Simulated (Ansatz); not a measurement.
# ZrCuGePb: relaxing a made-up structure, part 2 of 2

This structure for ZrCuGePb is made up. Its elements were placed in a known structure type with a cell scaled to their sizes. What cell does the guess relax to, and how far off was it?

Ansatz 0.2.0; DFT, PBE, plane-wave PAW, files of the set soft_1, scalar-relativistic, ferromagnetic start, cell and ions relaxed at zero pressure; PAW set soft_1 (the session's first sound run).

So far: The structure; Relaxing cell and atoms. The relaxed cell has a = 4.076, c = 9.392 Å (conventional setting).

### 3. Bands of the relaxed cell

With the geometry fixed, one more self-consistent run, with a narrower smearing and the mesh shown in its input, gives the bands, and its pressure, and its forces where symmetry allows any, show how far the geometry depends on these settings.

This step: DFT, PBE, plane-wave PAW, files of the set soft_1, scalar-relativistic, no spin, bands and density of states at the relaxed cell; PAW set soft_1 (Ansatz 0.2.0).

The input, input.yaml:

```yaml
crystal:
  lattice:
    - [4.0757016663, 0.0, 0.0]
    - [0.0, 4.0757016663, 0.0]
    - [0.0, 0.0, 9.3917251837]
  atoms:
    - { symbol: Pb, position: [0.5, 0.0, 0.6897681997] }
    - { symbol: Pb, position: [0.0, 0.5, 0.3102318003] }
    - { symbol: Zr, position: [0.5, 0.0, 0.2246015991] }
    - { symbol: Zr, position: [0.0, 0.5, 0.7753984009] }
    - { symbol: Ge, position: [0.0, 0.0, 0.0] }
    - { symbol: Ge, position: [0.5, 0.5, 0.0] }
    - { symbol: Cu, position: [0.0, 0.0, 0.5] }
    - { symbol: Cu, position: [0.5, 0.5, 0.5] }
kpoints:
  mp_grid: { grid: [8, 8, 4] }
  band_path:
    path:
      - [[0.0, 0.0, 0.0], [0.0, 0.5, 0.0], [0.5, 0.5, 0.0], [0.0, 0.0, 0.0], [0.0, 0.0, 0.5], [0.0, 0.5, 0.5], [0.5, 0.5, 0.5], [0.0, 0.0, 0.5]]
      - [[0.0, 0.5, 0.0], [0.0, 0.5, 0.5]]
      - [[0.5, 0.5, 0.0], [0.5, 0.5, 0.5]]
    npoints: 8
scf:
  occupations: { method: fermi_dirac, width: 0.03 }
  n_extra_bands: 12
hamiltonian:
  xc: pbe
  pseudopotentials: { kind: paw, azcp: { folder: soft_1 } }
output:
  forces: true
  stress: true
  write_bands: true
  dos: { projected: true }
  write_density: true
  write_potential: true
  elf: true
  volumetric_format: npy
```

Launch:

```bash
> ansatz run input.yaml --threads 4 --pin off --max-ram 10240MiB --backend cpu --events-out ev --progress --plain --runs-dir out
```

Numbers of over 12 decimals in the logs are rounded to 6 here.

Log:

```text
[...]
Crystal: 8 atoms, lattice volume = 156.009 Å³
Basis set: ecut = 420 eV, 3055 PW (Γ), exchange–correlation on 60×60×128 points (8 copies of the dense FFT grid, shifted against one another)
Bands: 71, of which v1, the nominal top of the filled ones, is band 59 counted from 1 (58 counted from 0)
Symmetry: 16 space group operations
[...]
k-points: 45 of 256
[...]
SCF iter   1: F=—  HF=-54038.427070 eV  |F-HF|=—  |Δ(HF+E_count)|=         —  Δρ=4.05e-1  dr2=3.72e2  ethr=3.10e-3  ⟨swp⟩=6.1  Hψ=11730  notcnv=0
[...]
SCF iter  14: F=-54026.899498 eV  HF=-54026.899498 eV  |F-HF|=7.18e-8  |Δ(HF+E_count)|=   3.69e-8  Δρ=4.65e-6  dr2=6.34e-8  ethr=8.47e-11  ⟨swp⟩=16.5  Hψ=22933  notcnv=0
SCF 1 converged in 14 iterations: F = -54026.899498 eV  dr2 = 6.34e-8
[...]
NSCF: frozen V_eff on 75 k-points
SCF converged after 14 iterations
Free energy (F): -54026.899498 eV
[...]
Internal energy: -54026.886237 eV  (E = F + TS)
E sigma→0 (E₀):  -54026.892868 eV
Entropy (-TS):   -0.013261 eV (-1.658 meV/atom)
Fermi energy:    13.604749 eV
[...]
--- Forces (eV/Å), atoms counted from 1 ---
  atom   1  Pb     0.00000000     0.00000000    -0.01809082
  atom   2  Pb     0.00000000     0.00000000     0.01809082
  atom   3  Zr    -0.00000000     0.00000000    -0.03918654
  atom   4  Zr     0.00000000     0.00000000     0.03918654
  atom   5  Ge     0.00000000     0.00000000     0.00000000
  atom   6  Ge    -0.00000000     0.00000000    -0.00000000
  atom   7  Cu    -0.00000000     0.00000000    -0.00000000
  atom   8  Cu     0.00000000     0.00000000     0.00000000
  max |Σ_I F_I| component: 1.73e-18 eV/Å
--- Stress (GPa, compression-positive) ---
        0.073993      -0.000000      -0.000000
       -0.000000       0.073993      -0.000000
       -0.000000      -0.000000      -0.123157
  P = ⅓ Tr σ = 0.0083 GPa (0.083 kbar)
--- Band table (eV; the first three rows and the last of 45) ---
  k-point 0: bands = [... 55 lower, 13.0320, 13.0320, 13.5149, 14.3000, 14.4440, 14.4440, 15.1579, 15.2343, ... 8 higher]
  k-point 1: bands = [... 55 lower, 12.9485, 12.9485, 13.3368, 14.2698, 14.6895, 14.6895, 15.1549, 15.2374, ... 8 higher]
  k-point 2: bands = [... 55 lower, 12.7673, 12.8768, 12.8768, 14.2356, 15.0638, 15.0638, 15.1520, 15.2404, ... 8 higher]
  k-point 44: bands = [... 55 lower, 11.8577, 12.2187, 12.2187, 12.4022, 12.4022, 15.5152, 15.5152, 15.9012, ... 8 higher]
```

Wall time 11 s (4 threads of INTEL XEON PLATINUM 8581C at 2.10GHz (Emerald Rapids), shared host); peak memory 1 GiB; 42 s of CPU time.

The column dr2 measures how far the density is from self-consistency, as an energy; F and HF (Harris–Foulkes) agree once it is small.

This step gave:

```
free energy             : -54026.8995 eV
energy at zero smearing : -54026.8929 eV
smearing term TS        : 0.01326 eV
Fermi energy            : 13.60 eV
pressure                : 0.008277 GPa
```

From bands.tsv, the bands that come nearest the Fermi level along the path, at its corners, in eV from the Fermi level:

```tsv
point	band 56	band 57	band 58	band 59	band 60	band 61	band 62	band 63
Γ	-0.57	-0.57	-0.09	0.70	0.84	0.84	1.55	1.63
X	-1.02	-0.88	-0.88	-0.07	-0.07	0.51	0.51	2.11
M	-1.82	-1.54	-1.54	-1.46	-1.46	2.30	2.30	2.49
Γ	-0.57	-0.57	-0.09	0.70	0.84	0.84	1.55	1.63
Z	-0.84	-0.73	-0.73	0.63	1.46	1.46	1.55	1.64
R	-1.18	-0.26	-0.26	0.17	0.17	1.80	1.80	2.15
A	-1.75	-1.39	-1.39	-1.20	-1.20	1.91	1.91	2.30
Z	-0.84	-0.73	-0.73	0.63	1.46	1.46	1.55	1.64
X	-1.02	-0.88	-0.88	-0.07	-0.07	0.51	0.51	2.11
R	-1.18	-0.26	-0.26	0.17	0.17	1.80	1.80	2.15
M	-1.82	-1.54	-1.54	-1.46	-1.46	2.30	2.30	2.49
A	-1.75	-1.39	-1.39	-1.20	-1.20	1.91	1.91	2.30
```

States per cell as run, both spins, in windows of 1 eV, from dos.tsv (zero at the Fermi level):

```
from  to  total
  -8  -7   1.19
  -7  -6   0.47
  -6  -5   0.28
  -5  -4   3.62
  -4  -3   8.06
  -3  -2  14.58
  -2  -1   6.93
  -1   0   4.82
   0   1   2.30
   1   2   4.34
   2   3   7.04
   3   4   5.06
```

Below -8 eV lie 78.1 more states.

Valence density in the ac plane at fractional y = 0.000, with atoms of Pb and Zr and Ge and Cu within 0.2 Å of it. It is the smooth field of the valence electrons, not physical close to the nuclei.

Ten steps, logarithmic in the rise over the least value, from '0' (0 e/Å³) to '9' (55 e/Å³), each cell a mean:
```
76210000000136
22100000000012
00000000000000
00000000000000
00000011100000
00001233321000
00012455431000
00012455532000
00002344421000
11001122110011
65210000000135
98310000000158
87310000000147
33100000000013
00000000000000
00000001000000
00001233210000
00002344431000
00002444431000
00001344431000
00000122210000
11000000000011
54110000000124
97210000000148
```
Columns run along a (4.1 Å), rows up along c (9.4 Å). Atoms in or near the plane, at fractional coordinates: Pb at (0.50, 0.69), Zr at (0.50, 0.22), Ge at (0.00, 0.00), Cu at (0.00, 0.50).

Electrostatic potential energy in the ac plane at fractional y = 0.000, with atoms of Pb and Zr and Ge and Cu within 0.2 Å of it. With pseudopotentials it is smooth inside the atoms' cores, unlike the true potential.

Values in eV, 24 rows by 14 columns, each cell a mean:
```
 -5  -6  -8   3  13  16  17  17  16  15  10  -1  -9  -6
 -7  -6   2  10  15  16  17  17  17  16  13   8  -2  -7
  8  10  13  15  16  16  16  16  16  16  16  14  12   9
 15  15  16  16  15  14  13  13  14  15  16  16  16  15
 16  16  16  14  11   7   1  -1   3   8  13  15  16  16
 16  16  14  11  -1 -16 -25 -26 -23 -13   6  12  15  16
 16  15  13   7 -17 -28 -24 -22 -26 -27  -6   9  14  16
 16  15  13   6 -20 -28 -22 -19 -24 -28  -9   8  14  16
 14  14  13   9  -8 -24 -27 -27 -27 -21   1  10  14  14
 -1   3   9  11   7  -1 -11 -13  -7   1   9  11   7   1
-37 -29  -7   8  12  12  11  10  11  12  12   6 -17 -32
-46 -45 -22   3  14  15  16  16  16  15  12  -2 -35 -46
-44 -41 -16   6  15  16  17  17  17  16  13   1 -28 -42
-19 -12   4  12  16  16  16  16  16  16  15  11  -2 -15
 10  11  14  15  15  14  14  13  14  14  15  15  13  11
 15  15  15  14  11   8   4   3   5   9  12  14  15  15
 16  15  14  10   2 -11 -24 -27 -20  -7   6  11  15  16
 16  15  12   6 -14 -33 -44 -45 -42 -29  -4   8  14  15
 16  15  12   5 -19 -39 -46 -46 -45 -35  -8   7  13  15
 16  15  13   8  -9 -28 -41 -43 -38 -24  -1   9  14  15
 13  13  13  11   6  -3 -15 -17 -11  -1   9  12  13  13
 -1   2   8  11  12  11   9   8   9  11  12  11   6   1
 -7  -8  -5   6  13  14  15  15  15  14  11   3  -8  -8
 -4  -5  -8   0  12  15  16  16  16  15   9  -3  -8  -5
```
Columns run along a (4.1 Å; values clipped at the 3rd and 97th percentile), rows up along c (9.4 Å). Atoms in or near the plane, at fractional coordinates: Pb at (0.50, 0.69), Zr at (0.50, 0.22), Ge at (0.00, 0.00), Cu at (0.00, 0.50).

ELF in the ac plane at fractional y = 0.000, with atoms of Pb and Zr and Ge and Cu within 0.2 Å of it. It is the smooth field of the valence electrons, not physical close to the nuclei.

Ten even steps from '0' (0.01) to '9' (0.76), each cell a mean:
```
22454211135542
55653100014565
87642100013577
76532223223457
44444445444444
33445543454543
34544300135443
34444200034443
23444422344433
22233444443322
32223333332212
94122222222226
63122222222224
22223322232222
22232211123322
33321133211233
33213699852123
32117986994112
32128952795113
65216998994135
88632477642478
67774211225777
34676422357653
62455422346533
```
Columns run along a (4.1 Å), rows up along c (9.4 Å). Atoms in or near the plane, at fractional coordinates: Pb at (0.50, 0.69), Zr at (0.50, 0.22), Ge at (0.00, 0.00), Cu at (0.00, 0.50).

### 4. Summary of results

```yaml
space_group_relaxed: P4/nmm
conventional_cell: a = 4.076, b = 4.076, c = 9.392 Å; α = 90.0°, β = 90.0°, γ = 90.0°
volume_per_atom: 19.50 Å³ (guess 19.37)
total_moment: 0.00 μB in the cell of 8 atoms
```

**Reading.** ZrCuGePb relaxes to P4/nmm with a = 4.076, b = 4.076 and c = 9.392 Å. The guessed volume was near the relaxed one. The space group P4/nmm was held in the relaxation, so the end point is a stationary structure within it and may be a saddle against distortions or other arrangements. The moments died out from this one start and weren't seeded again at the relaxed cell. Bands cross the Fermi level, so it is a metal or semimetal at this level. On the 8×8×4 mesh with the narrower smearing (relaxed on 7×7×3) the largest force component is 0.039 eV/Å and the largest stress component is 0.123 GPa, against the relaxation's thresholds of 0.015 eV/Å and 0.05 GPa. The cutoff wasn't tested. Spin-orbit coupling is left out, which can matter for elements this heavy. No dispersion term is used, so weakly bound directions may come out too long. Nothing here tests whether the compound is stable against decomposition.

[Logs are printed without paths, hosts, clocks, repeated set-up lines and the standing remarks that a program may print on its own settings, such as how far it seeks lower states.]

[Hosts, paths, dates, database ids (printed as entryN), source tags and the programs' standing remarks are cut or masked in the printed files.]
